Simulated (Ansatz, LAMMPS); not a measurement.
# Structural relaxation of amorphous 76HfO2-24Y2O3 (mol %) (87 atoms), part 4 of 4

How does amorphous 76HfO2-24Y2O3 (mol %) (87 atoms) relax, and what do bonds, charges and levels look like afterwards?

Ansatz 0.2.0; Kohn-Sham DFT, PBE, PAW (set soft_2), plane waves.

The cell: 19 Hf, 12 Y and 56 O. The quench rate of 50 K/ps is orders of magnitude faster than experiment. The starting topology of bonds comes from the classical model. Only the Γ point is sampled in the main run, in a cell whose shortest periodic width is 11 Å. No spin–orbit coupling is included.

So far. Step 4 (Cell and atoms relaxed): The relaxation changed the energy by -52.4 meV/atom, and atoms moved by 0.28 Å r.m.s., 1.3 Å at most. Step 7 (K-mesh 2×2×2): Forces differ from those of the single point at the relaxed geometry by 12 meV/Å r.m.s.; the energy by -2.4 meV/atom, the pressure by -0.022 GPa and the gap by -0.019 eV. It took roughly 9.9 times the reference's time (one timing each, with unlike analyses asked), in 10 cycles against 10.

## Step 8: Functional HSE06

HSE06 mixes in a quarter of exact exchange at short range, which counters self-interaction, at a higher cost.

This step: Kohn-Sham DFT, HSE06, PAW (set soft_2), plane waves (Ansatz 0.2.0).

Contents of input.yaml:

```yaml
crystal:
  lattice:
    - [10.53235, 0.00511, -0.19462]
    - [0.00511, 10.61555, -0.04409]
    - [-0.19462, -0.04409, 10.59634]
  atoms:
    [... the 87 atom lines of step 6 ...]
kpoints:
  mp_grid: { grid: [1, 1, 1] }
hamiltonian:
  xc: hse06
scf:
  occupations: { method: fermi_dirac, width: 0.025 }
output:
  forces: true
  stress: true
  populations: true
  dos:
    method: { smearing: { sigma: 0.08 } }
    de: 0.05
    projected: { site_lists: { Hf: [Hf], O: [O], "Y": ["Y"] } }
  eigenvalues: true
```

The run is started by

```console
> ansatz run input.yaml --threads 4 --pin off --max-ram 8192MiB --backend cpu --events-out ev --progress --plain --runs-dir out
```

The log of the run:

```text
Warning: output.stress: scf.convergence.dr2_threshold = 1e-7 eV (the SCF's general default) is looser than the 1.6e-9 eV advised for a printed stress (1e-10 eV for each atom of the cell: 87, of which 16 are counted). What an SCF threshold leaves in a stress goes as its square root, and in the free energy as the threshold itself, and one threshold admits the most on a small cell: [...]
Warning: output.stress: scf.exx.energy_threshold = 1e-6 eV is looser than the 1.6e-7 eV advised for a stress under a hybrid functional (1e-8 eV for each atom of the cell: 87, of which 16 are counted). Every SCF of the exchange loop can meet its threshold on dr2 while the loop round them stops early: [...]
exact exchange: scf.exx.singularity resolves to wigner_seitz, which cuts the screened interaction at the faces of the exchange supercell's Wigner-Seitz cell, so that each pair interacts once, at the shortest of its separations (the periodic images that this leaves out come, [...]
[...]
Crystal: 87 atoms, lattice volume = 1184.319 Å³
Basis set: ecut = 420 eV, 23139 PW (Γ), exchange–correlation on 144×144×144 points (8 copies of the dense FFT grid, shifted against one another)
Bands: 578, of which v1, the nominal top of the filled ones, is band 481 counted from 1 (480 counted from 0)
Symmetry: 1 space group operations
[...]
k-points: 1
[...]
SCF iter   1: F=—  HF=-376823.871103 eV  |F-HF|=—  |Δ(HF+E_count)|=         —  Δρ=3.42e-3  dr2=1.63e-1  ethr=1.77e-3  ⟨swp⟩=6.0  Hψ=2369  notcnv=0
[...]
SCF iter   4: F=—  HF=-376823.877712 eV  |F-HF|=—  |Δ(HF+E_count)|=   3.80e-3  Δρ=4.97e-4  dr2=1.80e-3  ethr=6.40e-7  ⟨swp⟩=5.0  Hψ=1290  notcnv=0  defer=5
SCF iter   5: F=-376823.878360 eV  HF=-376823.878380 eV  |F-HF|=2.03e-5  |Δ(HF+E_count)|=   6.68e-4  Δρ=1.41e-4  dr2=1.89e-4  ethr=1.87e-7  ⟨swp⟩=6.0  Hψ=1278  notcnv=0  defer=2
SCF 1 stopped early in 5 iterations: F = -376823.878360 eV  dr2 = 1.89e-4
[...]
Exchange kernel: α = 0.2500, screened, ω = 0.2079 Å⁻¹, Wigner–Seitz truncation, v(0) = 931.9201 eV·Å³, q-mesh 1×1×1, nearest image of the exchange supercell L = 10.53 Å, pair-density grid 54×54×54, without the augmentation charges, whose exchange is taken in its separable form (sized by the pseudopotential files, [...]
Frozen-core exchange: fock
SCF iter   1: F=—  HF=-376854.648560 eV  |F-HF|=—  |Δ(HF+E_count)|=         —  Δρ=1.02e-2  dr2=1.63e0  ethr=1.96e-7  ⟨swp⟩=8.0  Hψ=3219  notcnv=0
[...]
SCF iter   7: F=—  HF=-376853.786067 eV  |F-HF|=—  |Δ(HF+E_count)|=   6.77e-3  Δρ=3.06e-4  dr2=1.02e-3  ethr=5.80e-8  ⟨swp⟩=5.0  Hψ=1778  notcnv=0
SCF iter   8: F=-376853.785730 eV  HF=-376853.785776 eV  |F-HF|=4.55e-5  |Δ(HF+E_count)|=   2.92e-4  Δρ=6.83e-5  dr2=7.17e-5  ethr=5.80e-8  ⟨swp⟩=4.0  Hψ=1494  notcnv=0
SCF 2 stopped early in 8 iterations: F = -376853.785730 eV  dr2 = 7.17e-5
  Residual-converged pass: ⟨swp⟩=4.0  Hψ=1710  notcnv=0  max |occ|·‖R‖ = 5.0e-6 eV (tolerance 6.7e-6 eV)  dr2=7.36e-5  dr2_onsite=1.09e-5  max |Δocc| = 0.0e0
[...]
hybrid outer 1: dexx = +5.099e-1 eV, tail = 9.59e-3 eV
[...]
Frozen-core exchange: fock
SCF iter   1: F=—  HF=-376853.766442 eV  |F-HF|=—  |Δ(HF+E_count)|=         —  Δρ=1.03e-4  dr2=8.39e-5  ethr=4.99e-6  ⟨swp⟩=9.0  Hψ=1238  notcnv=0
[...]
SCF iter   6: F=—  HF=-376853.766531 eV  |F-HF|=—  |Δ(HF+E_count)|=   1.61e-7  Δρ=9.55e-7  dr2=1.55e-8  ethr=6.06e-11  ⟨swp⟩=3.0  Hψ=1225  notcnv=0
SCF iter   7: F=-376853.766531 eV  HF=-376853.766531 eV  |F-HF|=9.31e-10  |Δ(HF+E_count)|=  4.07e-10  Δρ=4.13e-7  dr2=1.12e-8  ethr=1.26e-11 (applied; sched 1.00e-12)  ⟨swp⟩=2.0  Hψ=1059  notcnv=0
SCF 3 converged in 7 iterations: F = -376853.766531 eV  dr2 = 1.12e-8
[...]
hybrid outer 2: dexx = +4.979e-5 eV, tail = 1.41e-6 eV, Δε = 1.09e-2 eV (about 3.05e-4 eV left of the loop's levels), ΔF = 1.27e-2 eV/Å (tail 2.01e-3)
[...]
Frozen-core exchange: fock
SCF iter   1: F=—  HF=-376853.766525 eV  |F-HF|=—  |Δ(HF+E_count)|=         —  Δρ=3.42e-6  dr2=1.26e-7  ethr=7.32e-10  ⟨swp⟩=20.0  Hψ=1756  notcnv=2
[...]
SCF iter   2: F=-376853.766525 eV  HF=-376853.766525 eV  |F-HF|=4.02e-9  |Δ(HF+E_count)|=   3.65e-8  Δρ=1.06e-6  dr2=9.22e-9  ethr=1.83e-11 (applied; sched 1.22e-11)  ⟨swp⟩=4.0  Hψ=1531  notcnv=0
SCF 4 converged in 2 iterations: F = -376853.766525 eV  dr2 = 9.22e-9
[...]
hybrid SCF converged: 3 outer / 17 inner (+5 warm-up), last move |dexx| = 2.76e-8 eV, tail = 2.26e-8 eV
Stability not checked: this state was not tested for a lower state beside it, because the functional holds exact exchange (a hybrid, or Hartree-Fock), whose exchange loop this test does not read (fock_operator; see scf.lower_state_search)
Free energy (F): -376853.766525 eV
Frozen-core exchange: fock
[...]
Internal energy: -376853.766525 eV  (E = F + TS)
E sigma→0 (E₀):  -376853.766525 eV
Fermi energy:    12.353498 eV
[...]
Σ components = -376853.766525   (vs F -376853.766525, Δ=0.00e0)
--- Forces (eV/Å), atoms counted from 1 ---
  atom   1  Hf    -0.10690724     0.06328843    -0.20571329
  atom   2  Hf     0.01824409    -0.07747358     0.13100455
  atom   3  Hf    -0.05840726    -0.07520132    -0.01964153
  atom   4  Hf     0.06610426     0.04819995     0.17456311
[...]
atom  87  O     -0.19881469     0.07636493     0.14108135
  max |Σ_I F_I| component: 3.08e-4 eV/Å
--- Stress (GPa, compression-positive) ---
       -4.150793       0.029092      -0.079667
        0.029092      -4.284988       0.003363
       -0.079667       0.003363      -4.081981
  P = ⅓ Tr σ = -4.1726 GPa (-41.726 kbar)
--- Band table (eV) ---
[...]
--- Löwdin populations: 87 sites ---
  site symbol       q [e]
     0     Hf     24.4466
     1     Hf     24.4960
     2     Hf     24.4386
[...]
86      O      6.7362
  spilling = 0.003201 (of n_electrons = 962.000000)
```

Elapsed: 5 min, on 4 threads of Intel Xeon 6975P-C (Granite Rapids), shared host; peak memory 5.3 GiB; 19 min of CPU time.

The program notes that the exchange threshold is loose for the stress and the SCF threshold is loose for the stress.

Geometry and reference: those of the single point at the relaxed geometry.

Forces differ from those of the single point at the relaxed geometry by 106 meV/Å r.m.s.; the pressure by -4.1 GPa and the gap by +1.5 eV. It took roughly 19 times the reference's time (one timing each, with unlike analyses asked), in 22 cycles against 10.

The run gave:

- free energy: -376853.7665 eV
- free energy per atom: -4331.6525 eV/atom
- SCF cycles: 22
- pressure: -4.173 GPa
- r.m.s. force component: 0.1071 eV/Å
- longest force: 0.363 eV/Å
- Fermi energy: 12.35 eV
- gap (highest filled to lowest empty level): 5.622 eV
- spilling of the projection: 0.003201

Length of the force by element and coordination:

```
element  coordination  atoms  mean length of the force (eV/Å)  spread   least    most
     Hf           all     19                            0.140  0.0557  0.0542   0.240
     Hf             5      1                           0.0723       0  0.0723  0.0723
     Hf             6     15                            0.134  0.0526  0.0542   0.214
     Hf             7      3                            0.193   0.036   0.153   0.240
      O           all     56                            0.196  0.0691  0.0602   0.363
      O             2      2                            0.297  0.0338   0.263   0.331
      O             3     23                            0.207  0.0714   0.102   0.363
      O             4     31                            0.182  0.0619  0.0602   0.329
      Y           all     12                           0.0952  0.0509  0.0416   0.238
      Y             5      1                            0.238       0   0.238   0.238
      Y             6      3                            0.104  0.0234    0.08   0.136
      Y             7      6                           0.0722  0.0223  0.0416   0.105
      Y             8      2                           0.0805  0.0333  0.0472   0.114
```

Löwdin charges by element and coordination (they lack the spilled electrons, 0.035 e an atom on average):

| element | coordination | atoms | mean charge (e) | spread | least | most |
| --- | --- | --- | --- | --- | --- | --- |
| Hf | all | 19 | 1.55 | 0.0332 | 1.47 | 1.60 |
| Hf | 5 | 1 | 1.55 | 0 | 1.55 | 1.55 |
| Hf | 6 | 15 | 1.55 | 0.034 | 1.47 | 1.60 |
| Hf | 7 | 3 | 1.55 | 0.0348 | 1.50 | 1.59 |
| O | all | 56 | -0.746 | 0.0211 | -0.796 | -0.697 |
| O | 2 | 2 | -0.714 | 0.0172 | -0.732 | -0.697 |
| O | 3 | 23 | -0.739 | 0.0182 | -0.781 | -0.709 |
| O | 4 | 31 | -0.753 | 0.0198 | -0.796 | -0.712 |
| Y | all | 12 | 1.28 | 0.0546 | 1.20 | 1.39 |
| Y | 5 | 1 | 1.33 | 0 | 1.33 | 1.33 |
| Y | 6 | 3 | 1.31 | 0.0545 | 1.27 | 1.39 |
| Y | 7 | 6 | 1.28 | 0.0523 | 1.20 | 1.35 |
| Y | 8 | 2 | 1.23 | 0.0114 | 1.22 | 1.24 |

States in the cell by windows of 1 eV, zero at the Fermi level; the larger projections on atomic orbitals stand beside the total:

```csv
from (eV),to (eV),total,O p,Hf d,Y d,Hf f
-18,-17,0.0,0.0,0.0,0.0,0.0
-17,-16,7.8,0.0,0.0,0.0,7.8
-16,-15,258.2,0.5,0.1,0.1,256.7
-15,-9,0.0,0.0,0.0,0.0,0.0
-9,-8,1.3,0.9,0.3,0.0,0.0
-8,-7,32.8,23.3,5.9,1.1,0.0
-7,-6,66.7,49.3,10.8,3.1,0.1
-6,-5,71.4,56.8,7.3,3.8,0.1
-5,-4,82.0,71.1,4.3,3.3,0.2
-4,-3,75.8,70.1,1.9,1.6,0.1
-3,-2,6.1,5.7,0.2,0.1,0.0
-2,2,0.0,0.0,0.0,0.0,0.0
2,3,4.2,0.4,2.0,0.7,0.0
3,4,35.3,3.6,21.2,7.2,0.0
4,5,63.2,6.9,34.3,15.6,0.0
```

Between -26 and -18 eV lie 184 more states.

The levels nearest the highest filled one (over half full), pooled over k-points and spins:

```csv
level less the highest filled one (eV),occupation
-0.339,2
-0.313,2
-0.224,2
-0.161,2
-0.0866,2
0,2
5.62,0
5.67,0
5.87,0
5.93,0
6.04,0
6.10,0
```

## Step 9: Functional r2SCAN (500 eV)

The meta-GGA r2SCAN uses the kinetic energy density as well as the density and its gradient. Besides, the cutoff goes from 420 to 500 eV.

This step: Kohn-Sham DFT, r2SCAN, PAW (set soft_2), plane waves (Ansatz 0.2.0).

input.yaml: that of step 8 with these lines changed.

```diff
@@ -10,3 +10,3 @@
 hamiltonian:
-  xc: hse06
+  xc: r2scan
 scf:
```

The log of the run:

```text
[...]
Crystal: 87 atoms, lattice volume = 1184.319 Å³
Basis set: ecut = 500 eV, 30087 PW (Γ), exchange–correlation on 320×320×320 points (64 copies of the dense FFT grid, shifted against one another)
Bands: 578, of which v1, the nominal top of the filled ones, is band 481 counted from 1 (480 counted from 0)
Symmetry: 1 space group operations
[...]
k-points: 1
[...]
SCF iter   1: F=—  HF=-377261.243478 eV  |F-HF|=—  |Δ(HF+E_count)|=         —  Δρ=1.07e-2  dr2=1.43e0  dr2_τ=4.95e0  ethr=1.77e-3  ⟨swp⟩=6.0  Hψ=1831  notcnv=0  defer=69
[...]
SCF iter   9: F=—  HF=-377262.587833 eV  |F-HF|=—  |Δ(HF+E_count)|=   2.01e-7  Δρ=7.64e-6  dr2=6.72e-7  dr2_τ=8.01e-8  ethr=4.28e-10  ⟨swp⟩=2.0  Hψ=948  notcnv=0  defer=93
SCF iter  10: F=-377262.587833 eV  HF=-377262.587833 eV  |F-HF|=2.33e-8  |Δ(HF+E_count)|=   9.78e-8  Δρ=2.15e-6  dr2=6.73e-8  dr2_τ=7.41e-9  ethr=1.04e-11  ⟨swp⟩=9.0  Hψ=2786  notcnv=0
SCF 1 converged in 10 iterations: F = -377262.587833 eV  dr2 = 6.73e-8
[...]
SCF converged after 10 iterations
Free energy (F): -377262.587833 eV
[...]
Internal energy: -377262.587833 eV  (E = F + TS)
E sigma→0 (E₀):  -377262.587833 eV
Fermi energy:    12.525014 eV
[...]
Σ components = -377262.587833   (vs F -377262.587833, Δ=0.00e0)
--- Forces (eV/Å), atoms counted from 1 ---
  atom   1  Hf    -0.07301865     0.03067137    -0.11551063
  atom   2  Hf     0.00208593    -0.01876109     0.08748528
  atom   3  Hf    -0.01912445    -0.05127423     0.02173864
  atom   4  Hf     0.04653738     0.02029239     0.10593616
[...]
atom  87  O     -0.16603708     0.07074310     0.13685053
  max |Σ_I F_I| component: 2.27e-4 eV/Å
--- Stress (GPa, compression-positive) ---
       -3.932029      -0.014505      -0.008104
       -0.014504      -3.911136      -0.004047
       -0.008105      -0.004046      -3.903838
  P = ⅓ Tr σ = -3.9157 GPa (-39.157 kbar)
--- Band table (eV) ---
[...]
--- Löwdin populations: 87 sites ---
  site symbol       q [e]
     0     Hf     24.4997
     1     Hf     24.5459
     2     Hf     24.4955
[...]
86      O      6.7151
  spilling = 0.002961 (of n_electrons = 962.000000)
```

Run time: 31 s. Hardware: 4 threads; peak memory 3.9 GiB; 2 min of CPU time.

Geometry and reference: those of the single point at the relaxed geometry.

Forces differ from those of the single point at the relaxed geometry by 86 meV/Å r.m.s.; the pressure by -3.9 GPa and the gap by +0.47 eV. It took roughly 2.0 times the reference's time (one timing each, with unlike analyses asked), in 10 cycles against 10.

## Step 10: Functional PBEsol

PBEsol restores the gradient expansion of exchange for slowly varying densities and usually gives shorter bonds in solids than PBE.

This step: Kohn-Sham DFT, PBEsol, PAW (set soft_2), plane waves (Ansatz 0.2.0).

input.yaml: that of step 9 with these lines changed.

```diff
@@ -10,3 +10,3 @@
 hamiltonian:
-  xc: r2scan
+  xc: pbesol
 scf:
```

The log of the run:

```text
[...]
Crystal: 87 atoms, lattice volume = 1184.319 Å³
Basis set: ecut = 420 eV, 23139 PW (Γ), exchange–correlation on 144×144×144 points (8 copies of the dense FFT grid, shifted against one another)
Bands: 578, of which v1, the nominal top of the filled ones, is band 481 counted from 1 (480 counted from 0)
Symmetry: 1 space group operations
[...]
k-points: 1
[...]
SCF iter   1: F=—  HF=-373470.071714 eV  |F-HF|=—  |Δ(HF+E_count)|=         —  Δρ=1.63e-2  dr2=2.77e0  ethr=1.77e-3  ⟨swp⟩=5.0  Hψ=1831  notcnv=0  defer=69
[...]
SCF iter  10: F=—  HF=-373469.428627 eV  |F-HF|=—  |Δ(HF+E_count)|=   1.51e-7  Δρ=2.69e-6  dr2=1.56e-7  ethr=1.26e-10  ⟨swp⟩=2.0  Hψ=962  notcnv=0  defer=93
SCF iter  11: F=-373469.428628 eV  HF=-373469.428628 eV  |F-HF|=2.75e-8  |Δ(HF+E_count)|=   2.58e-7  Δρ=2.66e-6  dr2=8.21e-8  ethr=1.04e-11  ⟨swp⟩=11.0  Hψ=2692  notcnv=0
SCF 1 converged in 11 iterations: F = -373469.428628 eV  dr2 = 8.21e-8
[...]
SCF converged after 11 iterations
Free energy (F): -373469.428628 eV
[...]
Internal energy: -373469.428628 eV  (E = F + TS)
E sigma→0 (E₀):  -373469.428628 eV
Fermi energy:    12.443393 eV
[...]
Σ components = -373469.428628   (vs F -373469.428628, Δ=0.00e0)
--- Forces (eV/Å), atoms counted from 1 ---
  atom   1  Hf     0.03059603     0.02333398    -0.04439442
  atom   2  Hf    -0.01244139    -0.03378444     0.00244800
  atom   3  Hf    -0.00115960    -0.01360678    -0.01502639
  atom   4  Hf     0.04661405    -0.00103839     0.06145184
[...]
atom  87  O     -0.10474711     0.04252924     0.05075513
  max |Σ_I F_I| component: 5.61e-5 eV/Å
--- Stress (GPa, compression-positive) ---
       -5.718120      -0.003652      -0.127628
       -0.003652      -5.742784      -0.056006
       -0.127628      -0.056006      -5.583877
  P = ⅓ Tr σ = -5.6816 GPa (-56.816 kbar)
--- Band table (eV) ---
[...]
--- Löwdin populations: 87 sites ---
  site symbol       q [e]
     0     Hf     24.6282
     1     Hf     24.6739
     2     Hf     24.6216
[...]
86      O      6.6493
  spilling = 0.002927 (of n_electrons = 962.000000)
```

Run time: 16 s. Hardware: 4 threads; peak memory 2.1 GiB.

Geometry and reference: those of the single point at the relaxed geometry.

Forces differ from those of the single point at the relaxed geometry by 75 meV/Å r.m.s.; the pressure by -5.7 GPa and the gap by -0.082 eV.

## Step 11: All settings compared

Each row is set against the single point at the relaxed geometry (Kohn-Sham DFT, PBE, PAW (set soft_2), plane waves; r.m.s. force component 0.00587 eV/Å). Energies are set beside the reference only for runs with its functional, potentials and electron count. Times are for 4 threads of Intel Xeon 6975P-C (Granite Rapids), shared host. The reference's time includes grids, which some other runs skip.

| run | Δ force, r.m.s. (meV/Å) | Δ energy (meV/atom) | Δ pressure (GPa) | Δ gap (eV) | cycles | time | host memory (GiB) |
| --- | --- | --- | --- | --- | --- | --- | --- |
| reference | - | - | - | - | 10 | 15 s | 2.1 |
| k-mesh 2×2×2 | 12.2 | -2.4 | -0.0221 | -0.0192 | 10 | 2.5 min | 5.7 |
| functional HSE06 | 106 | - | -4.15 | 1.55 | 22 | 5 min | 5.3 |
| functional r2SCAN (500 eV) | 85.8 | - | -3.89 | 0.473 | 10 | 31 s | 3.9 |
| functional PBEsol | 75.1 | - | -5.66 | -0.0816 | 11 | 16 s | 2.1 |

## Step 12: Outcome

```yaml
energy_change_in_the_relaxation: -52.41 meV/atom
r_m_s_displacement: 0.276 Å
largest_displacement: 1.324 Å
free_energy_per_atom: -4331.3080 eV/atom
pressure: -0.02435 GPa
r_m_s_force_component: 0.00587 eV/Å
spacing_of_highest_filled_and_lowest_empty_level: 4.073 eV
wall_time_of_the_7_dft_runs: 12 min
```

In words: Relaxation lowers the energy by 52.4 meV/atom and moves atoms by 0.28 Å r.m.s.; the r.m.s. force component goes from 0.35 to 0.0059 eV/Å. Displacements are taken in the final cell, so they leave out its strain. By the final cutoffs 1 of 185 bonded pairs parted and 13 joined. The cell shrank by 6.8 % in volume. First to last step the energy falls by 4.560 eV, across changes of basis; the largest move, 1.32 Å, is that of Y29. The O-Hf bonds change most in mean length: from 2.141 Å (spread 0.063) to 2.128 Å (spread 0.106), and their number from 113 to 116. With the cutoffs above, 79 % of Hf atoms have 6, 55 % of O atoms have 4 and 50 % of Y atoms have 7 bonded neighbours. The highest filled and lowest empty levels differ by 4.07 eV (at Γ alone); a semilocal functional tends to put such gaps too low. In a disordered cell it changes from sample to sample, and tail or defect levels can set it.

Among the changes of functional, dispersion, potentials or spin, functional HSE06 moves the forces most, by 106 meV/Å r.m.s. The gap changes by +1.55 eV with HSE06.

Caveats: The starting topology of bonds comes from the classical model; in DFT 1 of its 185 bonded pairs passed out of the cutoffs and 13 came within them.

[Long decimals in the printed logs are rounded to 6 places.]

[Logs are printed without paths, hosts, clocks, repeated set-up lines and the standing remarks that a program may print on its own settings, such as how far it seeks lower states.]

[Hosts, paths, dates, database ids (printed as entryN), source tags and the programs' standing remarks are cut or masked in the printed files.]

[A walk said to have stopped at its limit may instead have ended on an SCF cycle that didn't converge.]
